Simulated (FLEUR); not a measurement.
## FePt (Tetraferroplatinum): orders along a scan of the volume

Wanted: the trend of the moments of FePt (Tetraferroplatinum) with the volume.

Calculated with FLEUR MaX-R8.1; LDA (VWN); all-electron FLAPW, Dirac cores, scalar-relativistic bands.

## 1. Starting point

The structure is tetragonal, space group P4/mmm (No. 123). The conventional cell has a = 2.724 Å, b = 2.724 Å, c = 3.720 Å, α = 90.00°, β = 90.00°, γ = 90.00°. Nearest to Fe lie 8 Pt at 2.68 Å and 4 Fe at 2.72 Å. Nearest to Pt lie 8 Fe at 2.68 Å and 4 Pt at 2.72 Å. Farther neighbours are not listed.

As a file:

```xyz
2
Lattice="2.7235 0.0000 0.0000 0.0000 2.7235 0.0000 0.0000 0.0000 3.7200" Properties=species:S:1:pos:R:3 pbc="T T T"
Fe    0.0000    0.0000    0.0000
Pt    1.3618    1.3618    1.8600
```

## 2. Factor 1, start ferro +

The scan starts at the cell as given.

All lengths change alike; the factor is that of the volume. Atoms keep their fractional places. Spheres, Kmax and the mesh are the same at all points, the spheres being those of the tightest cell. inpgen writes inp.xml from crystal.txt; cutoffs, mixing, functional, smearing and local orbitals are then set in the file. The k list default-1 (kpts.xml, not shown) is a Γ-centred 10×10×10 mesh; where the ranks do not divide the number of points, some are split in two of half the weight.

inp.xml

```
<?xml version="1.0" encoding="UTF-8" standalone="no"?>
<fleurInput fleurInputVersion="0.39">
   <comment>
      FePt
   </comment>
   <calculationSetup>
      <cutoffs Kmax="3.6" Gmax="10.8" GmaxXC="10.8" numbands="0"/>
      <scfLoop itmax="110" minDistance="0.00002" maxIterBroyd="15" imix="Anderson" alpha="0.05" precondParam="0.0" spinf="2.0" sdNocoIR="T"/>
      <coreElectrons ctail="T" frcor="F" kcrel="0" coretail_lmax="0"/>
      <xcFunctional name="vwn" relativisticCorrections="F"/>
      <magnetism jspins="2"/>
      <soc l_soc="F" theta="0.0" phi="0.0" spav="F"/>
      <expertModes spex="0" secvar="F"/>
      <geometryOptimization l_f="F" forcealpha="1.0" forcemix="BFGS" epsdisp="0.00001" epsforce="0.00001"/>
      <ldaU l_linMix="F" mixParam="0.05" spinf="1.0"/>
   </calculationSetup>
   <cell>
      <bzIntegration valenceElectrons="32.0" mode="hist" fermiSmearingEnergy="0.00183747">
         <kPointListSelection listName="default-1"/>
         <xi:include xmlns:xi="http://www.w3.org/2001/XInclude" href="kpts.xml"> </xi:include>
      </bzIntegration>
      <xi:include xmlns:xi="http://www.w3.org/2001/XInclude" href="sym.xml"> </xi:include>
      <bulkLattice scale="1.0">
         <bravaisMatrix>
            <row-1>    5.1466691003480998     0.0000000000000000     0.0000000000000000</row-1>
            <row-2>    0.0000000000000000     5.1466691003480998     0.0000000000000000</row-2>
            <row-3>    0.0000000000000000     0.0000000000000000     7.0297811835120001</row-3>
         </bravaisMatrix>
      </bulkLattice>
   </cell>
   <atomSpecies>
      <species name="Iron (Fe) 2.800" element="Fe" atomicNumber="26">
         <mtSphere radius="2.36" gridPoints="781" logIncrement="0.016"/>
         <atomicCutoffs lmax="8" lnonsphr="6"/>
         <electronConfig flipSpins="F">
            <coreConfig>(1s1/2) (2s1/2) (2p1/2) (2p3/2)</coreConfig>
            <valenceConfig>(3s1/2) (3p1/2) (3p3/2) (4s1/2) (3d3/2) (3d5/2)</valenceConfig>
            <stateOccupation state="(3d3/2)" spinUp="1.4" spinDown="1.0"/>
            <stateOccupation state="(3d5/2)" spinUp="3.0" spinDown="0.6"/>
         </electronConfig>
         <energyParameters s="4" p="4" d="3" f="4"/>
         <lo type="SCLO" l="0" n="3" eDeriv="0"/>
         <lo type="SCLO" l="1" n="3" eDeriv="0"/>
      </species>
      <species name="Platinum (Pt)" element="Pt" atomicNumber="78">
         <mtSphere radius="2.36" gridPoints="781" logIncrement="0.017"/>
         <atomicCutoffs lmax="8" lnonsphr="6"/>
         <electronConfig flipSpins="F">
            <coreConfig>(1s1/2) (2s1/2) (2p1/2) (2p3/2) (3s1/2) (3p1/2) (3p3/2) (4s1/2) (3d3/2) (3d5/2) (4p1/2) (4p3/2) (5s1/2) (4d3/2) (4d5/2) (4f5/2) (4f7/2)</coreConfig>
            <valenceConfig>(5p1/2) (5p3/2) (6s1/2) (5d3/2) (5d5/2)</valenceConfig>
            <stateOccupation state="(6s1/2)" spinUp="0.500000" spinDown="0.500000"/>
            <stateOccupation state="(5d3/2)" spinUp="1.800000" spinDown="1.800000"/>
            <stateOccupation state="(5d5/2)" spinUp="2.700000" spinDown="2.700000"/>
         </electronConfig>
         <energyParameters s="6" p="6" d="5" f="5"/>
         <lo type="SCLO" l="1" n="5" eDeriv="0"/>
      </species>
   </atomSpecies>
   <atomGroups>
      <atomGroup species="Iron (Fe) 2.800">
         <relPos label="                   1">.0000000000 .0000000000 .0000000000</relPos>
         <force calculate="T" relaxXYZ="TTT"/>
      </atomGroup>
      <atomGroup species="Platinum (Pt)">
         <relPos label="                   2">1.000/2.000 1.000/2.000 1.000/2.000</relPos>
         <force calculate="T" relaxXYZ="TTT"/>
      </atomGroup>
   </atomGroups>
   <output dos="F" band="F" slice="F">
      <bandDOS minEnergy="-.5*Htr" maxEnergy="0.5*Htr" sigma="0.015" storeEVData="T"/>
      <plotting iplot="0" polar="F">
         <plot TwoD="T" vec1="  1.0  0.0  0.0" vec2="  0.0  1.0  0.0" vec3="  0.0  0.0  1.0" zero="  0.0  0.0  0.0" file="plot"/>
      </plotting>
      <moessbauerParams electricFieldGradient="F" isomerShift="F" coreHyperfine="F" valenceHyperfine="F"/>
   </output>
</fleurInput>
```

crystal.txt

```
FePt
&input film=F cartesian=F /
2.72350000000  0.00000000000  0.00000000000
0.00000000000  2.72350000000  0.00000000000
0.00000000000  0.00000000000  3.72000000000
1.8897261246
1.0 1.0 1.0

2
26 0.00000000000  0.00000000000  0.00000000000 : 2.800
78 0.50000000000  0.50000000000  0.50000000000

&kpt div1=10 div2=10 div3=10 gamma=T /
```

Run with:

```
OMP_NUM_THREADS=1 inpgen -f crystal.txt > inpgen.log  # inp.xml is then edited as shown
OMP_NUM_THREADS=1 mpirun -n 4 fleur_MPI > fleur.log
```

Log:

```text
Welcome to FLEUR        (www.flapw.de)
      MaX-Release 8.1          (www.max-centre.eu)

 ========== k-point set info ==========
 Selected k-point list: default-1
 k-point list type: mesh
 0 x 0 x 0
 Number of k points: 128

 ------------Calculation Setup---------------------------
 Number of MPI-tasks      :            4
 Number of PE/node        :            4
 Number of OMP-threads    :            1
 k-points in parallel     :            4
 pe's per k-point         :            1
 No of k-point loops      :           32
 Eigenvalue solver        :       lapack
 Number of basis functions:          166
 Approximate size of matrices (H+S) per k-point:         0.000 GB
 --------------------------------------------------------
 Iteration:     1   Distance:      41.67596740 me/bohr^3
 Iteration:     2   Distance:      16.36037030 me/bohr^3
 Iteration:     3   Distance:      13.44689901 me/bohr^3
 Iteration:     4   Distance:       9.38768861 me/bohr^3
 Iteration:     5   Distance:       9.06515032 me/bohr^3
 Iteration:     6   Distance:       9.08841721 me/bohr^3
 Iteration:     7   Distance:       3.45112894 me/bohr^3
 Iteration:     8   Distance:       3.26142842 me/bohr^3
 Iteration:     9   Distance:       1.14637977 me/bohr^3
 Iteration:    10   Distance:       1.03841339 me/bohr^3
 Iteration:    11   Distance:       0.21398812 me/bohr^3
 Iteration:    12   Distance:       0.27364197 me/bohr^3
 Iteration:    13   Distance:       0.04677632 me/bohr^3
 Iteration:    14   Distance:       0.03659600 me/bohr^3
 Iteration:    15   Distance:       0.00904790 me/bohr^3
 Iteration:    16   Distance:       0.00834380 me/bohr^3
 Iteration:    17   Distance:       0.00623881 me/bohr^3
 Iteration:    18   Distance:       0.00139531 me/bohr^3
 Iteration:    19   Distance:       0.00072939 me/bohr^3
 Iteration:    20   Distance:       0.00023832 me/bohr^3
 Iteration:    21   Distance:       0.00020563 me/bohr^3
 Iteration:    22   Distance:       0.00005303 me/bohr^3
 Iteration:    23   Distance:       0.00001029 me/bohr^3

 ********************************************************************
 Run finished successfully
 Stop message:
   all done
 ********************************************************************

--- out.xml (last complete iteration) ---
<iteration numberForCurrentRun="   23" overallNumber="   23">
         [... left out ...]
         <bandgap value="0.0037950843" units="eV"/>
         <sumValenceSingleParticleEnergies value="-18.1154783147" units="Htr"/>
         <FermiEnergy value="0.4262689131" units="Htr"/>
         <valenceDensity>
            <mtCharges spin="1">
               <mtCharge atomType="1" total="8.9094227" s="1.1915704" p="3.1917234" d="4.5020032" f="0.0184644"/>
               <mtCharge atomType="2" total="7.2318008" s="0.2238481" p="3.1319042" d="3.8526911" f="0.0186721"/>
            </mtCharges>
            <mtCharges spin="2">
               <mtCharge atomType="1" total="6.0018423" s="1.1847490" p="3.1907321" d="1.6045137" f="0.0167208"/>
               <mtCharge atomType="2" total="6.8321238" s="0.2378348" p="3.1575786" d="3.4179998" f="0.0150517"/>
            </mtCharges>
            <spinDependentCharge spin="1" total="17.6388627" interstitial="1.4976391" mtSpheres="16.1412236"/>
            <spinDependentCharge spin="2" total="14.3611373" interstitial="1.5271713" mtSpheres="12.8339660"/>
            <totalCharge value="32.0000000000"/>
         </valenceDensity>
         [... left out ...]
         <magneticMomentsInMTSpheres units="muBohr">
            <globalMagMoment atomType="1" vec="0.00000   0.00000   2.90758"/>
            <localMagMoment atomType="1" vec="0.00000   0.00000   2.90758"/>
            <globalMagMoment atomType="2" vec="0.00000   0.00000   0.39968"/>
            <localMagMoment atomType="2" vec="0.00000   0.00000   0.39968"/>
         </magneticMomentsInMTSpheres>
         [... left out ...]
         <totalEnergy value="   -19707.0840506888" units="Htr">
            <sumOfEigenvalues value="   -12052.8672462902">
               <coreElectrons value="-12034.7517679755"/>
               <valenceElectrons value="-18.1154783147"/>
            </sumOfEigenvalues>
            <densityCoulombPotentialIntegral value="-33901.3875083431"/>
            <densityEffectivePotentialIntegral value="-34433.0859319920"/>
            <chargeDenXCDenIntegral value="-400.6753861269"/>
            <FockExchangeEnergyValence value="0.0000000000"/>
            <FockExchangeEnergyCore value="0.0000000000"/>
         [... left out ...]
            <tkbTimesEntropy value="0.0003969033"/>
            <freeEnergy value="-19707.0844475921"/>
            <extrapolationTo0K value="-19707.0842491405"/>
         </totalEnergy>
         <densityConvergence units="me/bohr^3">
            <chargeDensity spin="1" distance="0.0000051252"/>
            <chargeDensity spin="2" distance="0.0000061842"/>
            <overallChargeDensity distance="0.0000102867"/>
            <spinDensity distance="0.0000048176"/>
         </densityConvergence>
      </iteration>
```

Run time: 20 s. Hardware: 4 MPI ranks of Arm Neoverse V1, shared host; peak memory 0.19 GiB.

Numbers from this step:

* free energy: -536257.0867 eV
* program's band gap on this mesh (in a metal only a level spacing): 0.003795 eV
* magnetization: 3.278 μB
* final state: ferromagnetic
* largest moment: 2.908 μB

After 23 cycles the largest moment stands at 2.91 μB.

## 3. Factor 1, start antiferro q=(0,1/2,0) +-

The k list default-1 (kpts.xml, not shown) is a Γ-centred 10×5×10 mesh.

inp.xml, as its differences from that of step 2:

```diff
@@ -17,3 +17,3 @@
    <cell>
-      <bzIntegration valenceElectrons="32.0" mode="hist" fermiSmearingEnergy="0.00183747">
+      <bzIntegration valenceElectrons="64.0" mode="hist" fermiSmearingEnergy="0.00183747">
          <kPointListSelection listName="default-1"/>
@@ -25,3 +25,3 @@
             <row-1>    5.1466691003480998     0.0000000000000000     0.0000000000000000</row-1>
-            <row-2>    0.0000000000000000     5.1466691003480998     0.0000000000000000</row-2>
+            <row-2>    0.0000000000000000    10.2933382006961995     0.0000000000000000</row-2>
             <row-3>    0.0000000000000000     0.0000000000000000     7.0297811835120001</row-3>
@@ -39,2 +39,15 @@
             <stateOccupation state="(3d5/2)" spinUp="3.0" spinDown="0.6"/>
+         </electronConfig>
+         <energyParameters s="4" p="4" d="3" f="4"/>
+         <lo type="SCLO" l="0" n="3" eDeriv="0"/>
+         <lo type="SCLO" l="1" n="3" eDeriv="0"/>
+      </species>
+      <species name="Iron (Fe) -2.800" element="Fe" atomicNumber="26">
+         <mtSphere radius="2.36" gridPoints="781" logIncrement="0.016"/>
+         <atomicCutoffs lmax="8" lnonsphr="6"/>
+         <electronConfig flipSpins="F">
+            <coreConfig>(1s1/2) (2s1/2) (2p1/2) (2p3/2)</coreConfig>
+            <valenceConfig>(3s1/2) (3p1/2) (3p3/2) (4s1/2) (3d3/2) (3d5/2)</valenceConfig>
+            <stateOccupation state="(3d3/2)" spinUp="1.0" spinDown="1.4"/>
+            <stateOccupation state="(3d5/2)" spinUp="0.6" spinDown="3.0"/>
          </electronConfig>
@@ -63,4 +76,9 @@
       </atomGroup>
+      <atomGroup species="Iron (Fe) -2.800">
+         <relPos label="                   2">.0000000000 1.000/2.000 .0000000000</relPos>
+         <force calculate="T" relaxXYZ="TTT"/>
+      </atomGroup>
       <atomGroup species="Platinum (Pt)">
-         <relPos label="                   2">1.000/2.000 1.000/2.000 1.000/2.000</relPos>
+         <relPos label="                   3">1.000/2.000 1.000/4.000 1.000/2.000</relPos>
+         <relPos label="                   4">1.000/2.000 -1.000/4.000 1.000/2.000</relPos>
          <force calculate="T" relaxXYZ="TTT"/>
```

crystal.txt

```
FePt
&input film=F cartesian=F /
2.72350000000  0.00000000000  0.00000000000
0.00000000000  5.44700000000  0.00000000000
0.00000000000  0.00000000000  3.72000000000
1.8897261246
1.0 1.0 1.0

4
26 0.00000000000  0.00000000000  0.00000000000 : 2.800
26 0.00000000000  0.50000000000  0.00000000000 : -2.800
78 0.50000000000  0.25000000000  0.50000000000
78 0.50000000000  0.75000000000  0.50000000000

&kpt div1=10 div2=5 div3=10 gamma=T /
```

Log:

```text
[banner, memory and clock lines left out]
Welcome to FLEUR        (www.flapw.de)
      MaX-Release 8.1          (www.max-centre.eu)

 ========== k-point set info ==========
 Selected k-point list: default-1
 k-point list type: mesh
 10 x 5 x 10
 Number of k points: 108

 [... set-up left out ...]
 Iteration:     1   Distance:      40.36429093 me/bohr^3
 Iteration:     2   Distance:      17.12910641 me/bohr^3
 Iteration:     3   Distance:      13.62354213 me/bohr^3
 Iteration:     4   Distance:       8.43768275 me/bohr^3
 Iteration:     5   Distance:       6.06217898 me/bohr^3
 Iteration:     6   Distance:       5.20281381 me/bohr^3
 Iteration:     7   Distance:       2.77802478 me/bohr^3
 Iteration:     8   Distance:       1.35328204 me/bohr^3
[... lines left out ...]
 Iteration:    20   Distance:       0.00064773 me/bohr^3
 Iteration:    21   Distance:       0.00025189 me/bohr^3
 Iteration:    22   Distance:       0.00023926 me/bohr^3
 Iteration:    23   Distance:       0.00007826 me/bohr^3
 Iteration:    24   Distance:       0.00003249 me/bohr^3
 Iteration:    25   Distance:       0.00000578 me/bohr^3

 ********************************************************************
 Run finished successfully
 Stop message:
   all done
 ********************************************************************

--- out.xml (last complete iteration) ---
<iteration numberForCurrentRun="   25" overallNumber="   25">
         [... left out ...]
         <bandgap value="0.0080850088" units="eV"/>
         <sumValenceSingleParticleEnergies value="-36.3009637360" units="Htr"/>
         <FermiEnergy value="0.4328563493" units="Htr"/>
         [... left out ...]
         <magneticMomentsInMTSpheres units="muBohr">
            <globalMagMoment atomType="1" vec="0.00000   0.00000   2.80666"/>
            <globalMagMoment atomType="2" vec="0.00000   0.00000  -2.80666"/>
            <globalMagMoment atomType="3" vec="0.00000   0.00000   0.00000"/>
         </magneticMomentsInMTSpheres>
         [... left out ...]
         <totalEnergy value="   -39414.1674476963" units="Htr">
            <sumOfEigenvalues value="   -24106.2475603366">
               <coreElectrons value="-24069.9465966006"/>
               <valenceElectrons value="-36.3009637360"/>
            </sumOfEigenvalues>
         [... left out ...]
            <freeEnergy value="-39414.1686502453"/>
            <extrapolationTo0K value="-39414.1680489708"/>
         </totalEnergy>
         <densityConvergence units="me/bohr^3">
            <chargeDensity spin="1" distance="0.0000033007"/>
            <chargeDensity spin="2" distance="0.0000032596"/>
            <overallChargeDensity distance="0.0000057800"/>
            <spinDensity distance="0.0000031033"/>
         </densityConvergence>
      </iteration>
```

Run time: 75 s. Hardware: 4 MPI ranks; peak memory 0.28 GiB.

Spin moment in the muffin-tin sphere by atom:

| atom | spin moment in the muffin-tin sphere (μB) |
| --- | --- |
| Fe1 | 2.81 |
| Fe2 | -2.81 |
| Pt3 | 0.00 |
| Pt4 | 0.00 |

Numbers from this step:

| Property | Result |
| --- | --- |
| free energy | -1072514.1667 eV |
| program's band gap on this mesh (in a metal only a level spacing) | 0.008085 eV |
| magnetization | 0 μB |
| final state | antiferromagnetic |

After 25 cycles the largest moment stands at 2.81 μB.

(Part 1 of 2 ends here.)

[Logs and program files are shortened in this print: banners, set-up blocks, solver, clock and traceback lines can be left out without a mark of their own.]

[Logs are printed without paths, hosts, clocks, repeated set-up lines and the standing remarks that a program may print on its own settings, such as how far it seeks lower states.]

[Hosts, paths, dates, database ids (printed as entryN), source tags and the programs' standing remarks are cut or masked in the printed files.]

[Where a cell is said to come from a database of computed structures, the database is the Materials Project.]
